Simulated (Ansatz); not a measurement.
# C2H4 on Pt(111), ontop start, 2x2 cell: work function, bands and core levels, part 4 of 4

What would XPS and UPS show for C2H4 on Pt(111), ontop start, 2x2 cell? Spin–orbit coupling is left out of the bands throughout.

Ansatz 0.2.0; DFT, PBE, plane-wave PAW, scalar-relativistic; PAW set soft_1.

So far, work function, upper face (eV): step 2 (the clean face) 5.68; step 3 (relaxation) 3.85.

**4. Bands by layer (continued)**

Sums over each group's atoms; left-over states aren't shared out by site. Site centres, by row:

```
       group  element  shell  occupied states  centre of occupied part (eV)  centre up to the window's top (eV)
   adsorbate        H     1s            3.183                         -8.17                              -6.602
   adsorbate        C     2s            2.081                        -13.44                              -11.48
   adsorbate        C     2p              6.6                        -6.288                              -4.739
     layer 1       Pt     6s            3.779                        -4.919                              -2.619
     layer 1       Pt     5d            35.62                        -2.854                               -2.49
     layer 2       Pt     6s            3.696                        -5.817                              -3.113
     layer 2       Pt     5d            35.52                        -3.207                              -2.812
     layer 3       Pt     6s            3.652                        -5.885                              -3.003
     layer 3       Pt     5d            35.52                        -3.188                              -2.795
other layers       Pt     6s            3.921                        -4.402                              -2.291
other layers       Pt     5d            35.65                        -2.592                              -2.257
```

Recipe: projected DOS times atomic cross section and asymmetry factor (unpolarised light, 60° from the beam), occupied states only, Fermi edge at 20 K, a Lorentzian width of 0.1 eV growing by 0.03 eV per eV of binding energy, and a resolution of 0.45 eV. Each atom is damped by exp[−depth/(λ cos θ)], θ = 0° from the normal, λ from the universal curve. Curves are cut 10 eV under the photon energy, above any shell that the free atom's threshold puts out of reach, or at the lower edge of the window: 11.2 eV at 21.2 eV, 17.4 eV at 60 eV, 17.4 eV at 1486.7 eV, 17.4 eV at 5950 eV and 17.4 eV at 9251.7 eV. A star in tables and legends marks shells that hold the states left over by the projection (1.4 % of the filled ones), a stand-in for orbitals that the files don't project on. Matrix elements of the solid and inelastic losses aren't modelled, nor non-dipole terms, which matter above 3 keV.

How the area divides among the shells (%):

```
shell  21.2 eV  60 eV  1486.7 eV  5950 eV  9251.7 eV
 H 1s      1.8    0.6        0.0      0.0        0.0
 C 2s      0.2    1.6        0.3      0.1        0.1
 C 2p      5.9    4.4        0.0      0.0        0.0
Pt 6s      0.2    0.1        1.3      3.1        5.0
Pt 5d     91.9   93.2       98.3     96.6       94.7
```

Cross sections used, in Mb an electron:

```
shell  21.2 eV  60 eV  1486.7 eV  5950 eV  9251.7 eV
 H 1s      1.9  0.092     3.0e-6   2.7e-8     6.0e-9
 C 2s     0.58   0.38     3.1e-4   5.1e-6     1.3e-6
 C 2p      2.7   0.33     9.8e-6   4.0e-8     6.5e-9
Pt 6s    0.067  0.011     2.6e-4   2.4e-5     1.1e-5
Pt 5d      3.6    1.1     0.0022   8.3e-5     2.2e-5
```

Regions along c: top from 13.9 to 20.9 Å, middle from 10.4 to 13.9 Å, bottom from 3.5 to 10.4 Å.

The largest force component on a free atom is 0.033 eV/Å, a little over the usual target of 0.03 eV/Å. At the Fermi level the DOS is 30.72 states/eV a cell, and on the broadened curves Pt 5d holds 95 % of the total there.

**5. Z+1 stand-in on atom 7**

System of this step: H4Pt15AuC2. The cell holds 22 atoms: 4 H, 2 C, 1 Au and 15 Pt. Cell: a = 5.614 Å, b = 5.614 Å, c = 24.376 Å, α = 90.0°, β = 90.0°, γ = 60.0°. It derives from Pt. Regions: ad, 6 atoms (4 H and 2 C); L1, 4 atoms (1 Au and 3 Pt); L2, 4 atoms (4 Pt); L3, 4 atoms (4 Pt); rest, 4 atoms (4 Pt). Vacuum lies along c.

An atom with a screened core hole acts much like the next element, so total energies with that element on different sites give core-level shifts.

File input.yaml:

```yaml
crystal:
  lattice:
    - [5.6144278426, 0.0, 0.0]
    - [2.8072139213, 4.8622371394, 0.0]
    - [0.0, 0.0, 24.376241706]
  atoms:
    - { symbol: H, position: [0.6852683693, 0.1838430887, 0.694184704] }
    - { symbol: H, position: [0.8745662718, 0.8048498495, 0.6947907804] }
    - { symbol: H, position: [0.1311899534, 0.183975287, 0.6941766863] }
    - { symbol: H, position: [0.321138883, 0.8049882604, 0.6947374406] }
    - { symbol: C, position: [0.877268372, -0.0060573037, 0.6860723826] }
    - { symbol: C, position: [0.1292171102, -0.0059786087, 0.6860547975] }
    - { symbol: Au, position: [0.0055457584, -0.01103713, 0.6020160296] }
    - { symbol: Pt, position: [0.503856459, -0.0076251841, 0.5860637445] }
    - { symbol: Pt, position: [0.0029621805, 0.4919285024, 0.5866943032] }
    - { symbol: Pt, position: [0.5051540068, 0.4919350249, 0.5867005433] }
    - { symbol: Pt, position: [0.8363961117, 0.3272529536, 0.4950768356] }
    - { symbol: Pt, position: [0.3344416669, 0.3311565307, 0.4935618184] }
    - { symbol: Pt, position: [0.8379007612, 0.8345345493, 0.4956526665] }
    - { symbol: Pt, position: [0.3276288271, 0.8345255955, 0.4956531604] }
    - { symbol: Pt, position: [0.166666667, 0.166666667, 0.401705919] }
    - { symbol: Pt, position: [0.666666667, 0.166666667, 0.401705919] }
    - { symbol: Pt, position: [0.166666667, 0.666666667, 0.401705919] }
    - { symbol: Pt, position: [0.666666667, 0.666666667, 0.401705919] }
    - { symbol: Pt, position: [0.0, 0.0, 0.307676634] }
    - { symbol: Pt, position: [0.5, 0.0, 0.307676634] }
    - { symbol: Pt, position: [0.0, 0.5, 0.307676634] }
    - { symbol: Pt, position: [0.5, 0.5, 0.307676634] }
kpoints:
  mp_grid: { grid: [12, 12, 1] }
scf:
  occupations: { method: fermi_dirac, width: 0.05 }
  n_extra_bands: 19
hamiltonian:
  xc: pbe
  pseudopotentials: { kind: paw, azcp: { folder: soft_1 } }
output:
  forces: true
  write_potential: true
  volumetric_format: []
efield:
  axis: 3
  dipole_correction: true
```

Command:

```
$ ansatz run input.yaml --threads 8 --pin off --max-ram 40960MiB --backend cuda --events-out ev --progress --plain --runs-dir out
```

Numbers of over 12 decimals in the logs are rounded to 6 here.

The log of the run:

```text
[...]
Crystal: 22 atoms, lattice volume = 665.439 Å³
Basis set: ecut = 420 eV, 13065 PW (Γ), exchange–correlation on 80×80×360 points (8 copies of the dense FFT grid, shifted against one another)
Bands: 170, of which v1, the nominal top of the filled ones, is band 151 counted from 1 (150 counted from 0)
Symmetry: 1 space group operations
[...]
k-points: 74 of 144 (time reversal used)
[...]
SCF iter   1: F=—  HF=-201592.167932 eV  |F-HF|=—  |Δ(HF+E_count)|=         —  Δρ=6.93e-2  dr2=4.68e1  ethr=3.10e-3  p=-0.000 e·Å  D=-5.17e-7 V/Å  ΔV_dip=0.00 eV  dr2_dipole=1.60e-1  V_vac-E_F(+/−)=4.70/4.70 eV  ⟨swp⟩=7.1  Hψ=46916  notcnv=0  defer=77
[...]
SCF iter   5: F=—  HF=-201582.150419 eV  |F-HF|=—  |Δ(HF+E_count)|=   2.81e-2  Δρ=2.04e-3  dr2=1.37e-1  ethr=1.51e-4  p=0.313 e·Å  D=8.51e-2 V/Å  ΔV_dip=-2.07 eV  dr2_dipole=9.31e-9  V_vac-E_F(+/−)=3.60/5.68 eV  ⟨swp⟩=2.0  Hψ=20031  notcnv=0  defer=456
[...]
SCF 1 converged in 15 iterations: F = -201582.142258 eV  dr2 = 2.15e-8
[...]
SCF converged after 15 iterations
[...]
```

Wall time 8.2 s (1 × NVIDIA GB200 with 8 threads of Arm Neoverse V2, shared host); peak memory 1.6 GiB.

This step gave:

* free energy: -201582.1423 eV
* energy at zero smearing: -201582.0175 eV
* smearing term TS: 0.2495 eV
* Fermi energy: 5.950 eV

**6. Z+1 stand-in on atom 9**

System of this step: H4Pt15AuC2. The cell holds 22 atoms: 4 H, 2 C, 15 Pt and 1 Au. Its edges and angles: a = 5.614 Å, b = 5.614 Å, c = 24.376 Å, α = 90.0°, β = 90.0°, γ = 60.0°. It derives from Pt. Regions: ad, 6 atoms (4 H and 2 C); L1, 4 atoms (3 Pt and 1 Au); L2, 4 atoms (4 Pt); L3, 4 atoms (4 Pt); rest, 4 atoms (4 Pt). Vacuum lies along c.

The same swap on atom 9.

Edit input.yaml of step 5 so:

```diff
@@ -12,5 +12,5 @@
     - { symbol: C, position: [0.1292171102, -0.0059786087, 0.6860547975] }
-    - { symbol: Au, position: [0.0055457584, -0.01103713, 0.6020160296] }
+    - { symbol: Pt, position: [0.0055457584, -0.01103713, 0.6020160296] }
     - { symbol: Pt, position: [0.503856459, -0.0076251841, 0.5860637445] }
-    - { symbol: Pt, position: [0.0029621805, 0.4919285024, 0.5866943032] }
+    - { symbol: Au, position: [0.0029621805, 0.4919285024, 0.5866943032] }
     - { symbol: Pt, position: [0.5051540068, 0.4919350249, 0.5867005433] }
```

The log of the run:

```text
[...]
Crystal: 22 atoms, lattice volume = 665.439 Å³
Basis set: ecut = 420 eV, 13065 PW (Γ), exchange–correlation on 80×80×360 points (8 copies of the dense FFT grid, shifted against one another)
Bands: 170, of which v1, the nominal top of the filled ones, is band 151 counted from 1 (150 counted from 0)
Symmetry: 1 space group operations
[...]
k-points: 74 of 144 (time reversal used)
[...]
SCF iter   1: F=—  HF=-201592.981760 eV  |F-HF|=—  |Δ(HF+E_count)|=         —  Δρ=6.86e-2  dr2=4.64e1  ethr=3.10e-3  p=-0.000 e·Å  D=-8.67e-7 V/Å  ΔV_dip=0.00 eV  dr2_dipole=1.46e-1  V_vac-E_F(+/−)=4.71/4.71 eV  ⟨swp⟩=7.1  Hψ=46837  notcnv=0  defer=81
[...]
SCF iter   5: F=—  HF=-201582.990204 eV  |F-HF|=—  |Δ(HF+E_count)|=   3.57e-2  Δρ=1.99e-3  dr2=1.15e-1  ethr=1.71e-4  p=0.283 e·Å  D=7.68e-2 V/Å  ΔV_dip=-1.87 eV  dr2_dipole=2.35e-3  V_vac-E_F(+/−)=3.80/5.67 eV  ⟨swp⟩=2.0  Hψ=19443  notcnv=0  defer=461
[...]
SCF 1 converged in 14 iterations: F = -201582.981332 eV  dr2 = 2.97e-8
[...]
SCF converged after 14 iterations
[...]
```

Run time: 8.5 s. Hardware: 1 × NVIDIA GB200 with 8 threads; peak memory 1.6 GiB; 33 s of CPU time.

Numbers from this step:

```
free energy             : -201582.9813 eV
energy at zero smearing : -201582.8625 eV
smearing term TS        : 0.2377 eV
Fermi energy            : 5.859 eV
```

**7. Z+1 stand-in on atom 15**

System of this step: H4Pt15AuC2. The cell holds 22 atoms: 4 H, 2 C, 15 Pt and 1 Au. Cell: a = 5.614 Å, b = 5.614 Å, c = 24.376 Å, α = 90.0°, β = 90.0°, γ = 60.0°. It derives from Pt. Regions: ad, 6 atoms (4 H and 2 C); L1, 4 atoms (4 Pt); L2, 4 atoms (4 Pt); L3, 4 atoms (1 Au and 3 Pt); rest, 4 atoms (4 Pt). Vacuum lies along c.

The same swap on atom 15.

Edit input.yaml of step 6 so:

```diff
@@ -14,3 +14,3 @@
     - { symbol: Pt, position: [0.503856459, -0.0076251841, 0.5860637445] }
-    - { symbol: Au, position: [0.0029621805, 0.4919285024, 0.5866943032] }
+    - { symbol: Pt, position: [0.0029621805, 0.4919285024, 0.5866943032] }
     - { symbol: Pt, position: [0.5051540068, 0.4919350249, 0.5867005433] }
@@ -20,3 +20,3 @@
     - { symbol: Pt, position: [0.3276288271, 0.8345255955, 0.4956531604] }
-    - { symbol: Pt, position: [0.166666667, 0.166666667, 0.401705919] }
+    - { symbol: Au, position: [0.166666667, 0.166666667, 0.401705919] }
     - { symbol: Pt, position: [0.666666667, 0.166666667, 0.401705919] }
```

The log of the run:

```text
[...]
Crystal: 22 atoms, lattice volume = 665.439 Å³
Basis set: ecut = 420 eV, 13065 PW (Γ), exchange–correlation on 80×80×360 points (8 copies of the dense FFT grid, shifted against one another)
Bands: 170, of which v1, the nominal top of the filled ones, is band 151 counted from 1 (150 counted from 0)
Symmetry: 1 space group operations
[...]
k-points: 74 of 144 (time reversal used)
[...]
SCF iter   1: F=—  HF=-201592.639409 eV  |F-HF|=—  |Δ(HF+E_count)|=         —  Δρ=6.90e-2  dr2=4.80e1  ethr=3.10e-3  p=-0.000 e·Å  D=-9.14e-7 V/Å  ΔV_dip=0.00 eV  dr2_dipole=1.96e-1  V_vac-E_F(+/−)=4.73/4.73 eV  ⟨swp⟩=7.1  Hψ=46959  notcnv=0  defer=76
[...]
SCF iter   5: F=—  HF=-201582.660669 eV  |F-HF|=—  |Δ(HF+E_count)|=   3.87e-2  Δρ=2.16e-3  dr2=1.32e-1  ethr=1.88e-4  p=0.280 e·Å  D=7.62e-2 V/Å  ΔV_dip=-1.86 eV  dr2_dipole=1.44e-4  V_vac-E_F(+/−)=3.83/5.69 eV  ⟨swp⟩=2.0  Hψ=19598  notcnv=0  defer=465
[...]
SCF 1 converged in 14 iterations: F = -201582.649727 eV  dr2 = 3.77e-8
[...]
SCF converged after 14 iterations
[...]
```

Run time: 7.7 s. Hardware: 1 × NVIDIA GB200 with 8 threads; peak memory 1.6 GiB; 32 s of CPU time.

Numbers from this step:

```
free energy             : -201582.6497 eV
energy at zero smearing : -201582.5345 eV
smearing term TS        : 0.2305 eV
Fermi energy            : 5.843 eV
```

**8. Shifts from the Z+1 runs**

An atom with a screened core hole acts like the next element, so the difference of two such total energies is the shift between the two sites; positive is more bound. Shifts count from the last listed atom of each element.

```
atom   region  replaced by  shell meant  free energy (eV)  shift (eV)
 Pt7  layer 1           Au           4f       -201582.142       +0.51
 Pt9  layer 1           Au           4f       -201582.981       -0.33
Pt15  layer 3           Au           4f       -201582.650       +0.00
```

The stand-in's nearest image is 5.6 Å away. The method gives no absolute levels and the same shift for every shell of an atom.

**9. Maps in the surface zone**

System of this step: H2Pt8C. The cell holds 22 atoms: 4 H, 2 C and 16 Pt. Its edges and angles: a = 5.614 Å, b = 5.614 Å, c = 24.376 Å, α = 90.0°, β = 90.0°, γ = 60.0°. It derives from Pt. How the cell was made: adsorbate; added: C2H4; site: ontop; coverage 0.25 monolayer; cell: 2x2; on one face. Regions: ad, 6 atoms (4 H and 2 C); L1, 4 atoms (4 Pt); L2, 4 atoms (4 Pt); L3, 4 atoms (4 Pt); rest, 4 atoms (4 Pt). Vacuum lies along c.

Analysers record intensity over the zone at fixed energy, so the same weights are taken on a square grid of wave vectors.

Edit input.yaml of step 7 so:

```diff
@@ -20,3 +20,3 @@
     - { symbol: Pt, position: [0.3276288271, 0.8345255955, 0.4956531604] }
-    - { symbol: Au, position: [0.166666667, 0.166666667, 0.401705919] }
+    - { symbol: Pt, position: [0.166666667, 0.166666667, 0.401705919] }
     - { symbol: Pt, position: [0.666666667, 0.166666667, 0.401705919] }
@@ -40,2 +40,19 @@
   volumetric_format: []
+  eigenstates:
+    kpoints:
+      - [-0.4314894, 0.044549, 0.0]
+      - [-0.2883404, 0.1161236, 0.0]
+      - [-0.1451916, 0.187698, 0.0]
+      - [-0.0020426, 0.2592724, 0.0]
+      - [0.1411064, 0.330847, 0.0]
+      - [0.2842552, 0.4024214, 0.0]
+      # [... 213 more points ...]
+      - [-0.143149, -0.0715744, 0.0]
+      - [0.0, 0.0, 0.0]
+    e_range: [-3.0, 1.5]
+    unfold:
+      supercell_matrix: [[2, 0, 0], [0, 2, 0], [0, 0, 1]]
+      layers:
+        axis: 3
+        edges: [0.143582, 0.425192, 0.425292, 0.572092, 0.572192, 0.858884]
 efield:
```

The log of the run:

```text
[...]
Crystal: 22 atoms, lattice volume = 665.439 Å³
Basis set: ecut = 420 eV, 13065 PW (Γ), exchange–correlation on 80×80×360 points (8 copies of the dense FFT grid, shifted against one another)
Bands: 169, of which v1, the nominal top of the filled ones, is band 150 counted from 1 (149 counted from 0)
Symmetry: 1 space group operations
[...]
k-points: 74 of 144 (time reversal used)
[...]
SCF iter   1: F=—  HF=-200966.527337 eV  |F-HF|=—  |Δ(HF+E_count)|=         —  Δρ=6.94e-2  dr2=4.81e1  ethr=3.10e-3  p=-0.000 e·Å  D=-9.16e-7 V/Å  ΔV_dip=0.00 eV  dr2_dipole=3.12e-1  V_vac-E_F(+/−)=4.70/4.70 eV  ⟨swp⟩=7.2  Hψ=46859  notcnv=0  defer=49
[...]
SCF iter   6: F=—  HF=-200956.431186 eV  |F-HF|=—  |Δ(HF+E_count)|=   3.47e-3  Δρ=1.08e-3  dr2=2.51e-2  ethr=4.47e-5  p=0.280 e·Å  D=7.62e-2 V/Å  ΔV_dip=-1.86 eV  dr2_dipole=3.49e-5  V_vac-E_F(+/−)=3.81/5.67 eV  ⟨swp⟩=2.1  Hψ=16736  notcnv=0  defer=390
[...]
SCF 1 converged in 14 iterations: F = -200956.427089 eV  dr2 = 2.46e-8
[...]
SCF converged after 14 iterations
[...]
```

Run time: 24 s. Hardware: 1 × NVIDIA GB200 with 8 threads; peak memory 9.6 GiB; 2 min of CPU time.

Numbers from this step:

| Property | Result |
| --- | --- |
| free energy | -200956.4271 eV |
| energy at zero smearing | -200956.2999 eV |
| smearing term TS | 0.2545 eV |
| Fermi energy | 5.855 eV |

A(k, E = +0.00 eV), top over kx and ky. Zero: Fermi level; centre [0, 0, 0]; axes [1, 0, 0], [0, 1, 0].

Ten even steps from '0' (0.23 eV⁻¹) to '9' (1.26 eV⁻¹):
```
132521343383343125231
122312124878421213221
012310113545311013210
121312124898421213121
132622342444243226231
229665427313724566922
536462620212026264635
456692212212212296654
322523111131111325223
121322121434121223121
101322021232120223101
121322121434121223121
322523111131111325223
456692212212212296654
536462620212026264635
229665427313724566922
132622342444243226231
121312124898421213121
012310113545311013210
122312124878421213221
132521343383343125231
```
Columns: kx (Å⁻¹) from -1.60 to 1.60; rows upwards: ky (Å⁻¹) from -1.60 to 1.60.

A(k, E = -0.50 eV), top over kx and ky. Zero: Fermi level; centre [0, 0, 0]; axes [1, 0, 0], [0, 1, 0].

Values in eV⁻¹, 12 rows by 16 columns, each cell a mean:
```
0.65 0.75 0.42 0.51 0.32 0.25 0.46 0.71 0.71 0.46 0.25 0.32 0.51 0.42 0.75 0.65
0.44 0.59 0.28 0.33 0.38 0.37 0.67 0.53 0.53 0.67 0.37 0.38 0.33 0.28 0.59 0.44
0.77 0.85 0.52 0.57 0.32 0.24 0.51 0.89 0.89 0.51 0.24 0.32 0.57 0.52 0.85 0.77
0.85 0.85 0.46 0.59 0.54 0.58 0.75 0.89 0.89 0.75 0.58 0.54 0.59 0.46 0.85 0.85
0.29 0.51 0.50 0.68 1.23 0.61 0.38 0.48 0.48 0.38 0.61 1.23 0.68 0.50 0.51 0.29
0.33 0.39 0.33 0.49 0.67 0.40 0.64 0.55 0.55 0.64 0.40 0.67 0.49 0.33 0.39 0.33
0.33 0.39 0.33 0.49 0.67 0.40 0.64 0.55 0.55 0.64 0.40 0.67 0.49 0.33 0.39 0.33
0.29 0.51 0.50 0.68 1.23 0.61 0.38 0.48 0.48 0.38 0.61 1.23 0.68 0.50 0.51 0.29
0.85 0.85 0.46 0.59 0.54 0.58 0.75 0.89 0.89 0.75 0.58 0.54 0.59 0.46 0.85 0.85
0.77 0.85 0.52 0.57 0.32 0.24 0.51 0.89 0.89 0.51 0.24 0.32 0.57 0.52 0.85 0.77
0.44 0.59 0.28 0.33 0.38 0.37 0.67 0.53 0.53 0.67 0.37 0.38 0.33 0.28 0.59 0.44
0.65 0.75 0.42 0.51 0.32 0.25 0.46 0.71 0.71 0.46 0.25 0.32 0.51 0.42 0.75 0.65
```
Columns: kx (Å⁻¹) from -1.60 to 1.60; rows upwards: ky (Å⁻¹) from -1.60 to 1.60.

Levels are drawn here with a half width of 0.08 eV, so heights of A(k,E) don't compare between steps with other widths.

In the map at +0.00 eV the intensity peaks 1.51 Å⁻¹ from the map's centre (the map runs past the first zone), and 88 % of the points pass 30 % of that peak; the grid step of 0.16 Å⁻¹ is coarse against sharp contours.

**10. What came out**

```json
{
  "work function": "3.84 eV (other face 5.68 eV)",
  "change from the clean face": "-1.84 eV",
  "Pt 5d centre of the filled part above −10 eV, from the plotted curve, layer 3": "-3.21 eV",
  "Pt 5d centre of the filled part above −10 eV, from the plotted curve, layer 1": "-2.84 eV",
  "Pt core shifts among the listed atoms, from the last listed one": "-0.33 to +0.51 eV"
}
```

In words: The Fermi level of C2H4 on Pt(111), ontop start, 2x2 cell lies 3.84 eV (other face 5.68 eV) below the vacuum, a change of -1.84 eV from the clean face. Only the strongest levels a point were stored, too few to count surface states. After relaxation C6 stands 2.33 Å above the top layer, bonded to 1 Pt atom at 2.17 Å. The bare lower face differs from the lower face of the clean 1×1 slab by 0.01 eV, a measure of the error from mesh and slab. Core shifts by the Z+1 route: Pt -0.33 to +0.51 eV. Among the sites run, the most bound Pt 4f level is that of Pt7 (layer 1), bonded to 2 C; the least bound, 0.84 eV shallower, that of Pt9 (layer 1), bonded to 9 Pt. At 21.2 eV the valence spectrum has its highest listed peaks within 10.8 eV at 0.4 eV (Pt 5d), 1.2 eV (Pt 5d), 3.2 eV (Pt 5d) and 4.5 eV (Pt 5d). At 1486.7 eV the valence spectrum has its highest listed peaks within 13 eV at 0.4 eV (Pt 5d), 1.2 eV (Pt 5d), 3.1 eV (Pt 5d) and 5.5 eV (Pt 5d). The shell named is the one with most of the intensity, cross sections included, not always the one with most states there. Spin–orbit coupling is left out, which matters for the heavy atoms here. The slab's own atoms span 7.2 Å, so bulk bands appear as a few quantum-well levels, and states of the two faces can mix.

[Logs are printed without paths, hosts, clocks, repeated set-up lines and the standing remarks that a program may print on its own settings, such as how far it seeks lower states.]

[Hosts, paths, dates, database ids (printed as entryN), source tags and the programs' standing remarks are cut or masked in the printed files.]

[Maps of the electrostatic potential energy from Ansatz leave out the sawtooth potential of an applied field or a dipole correction, so their vacuum need not be flat; work functions include it.]
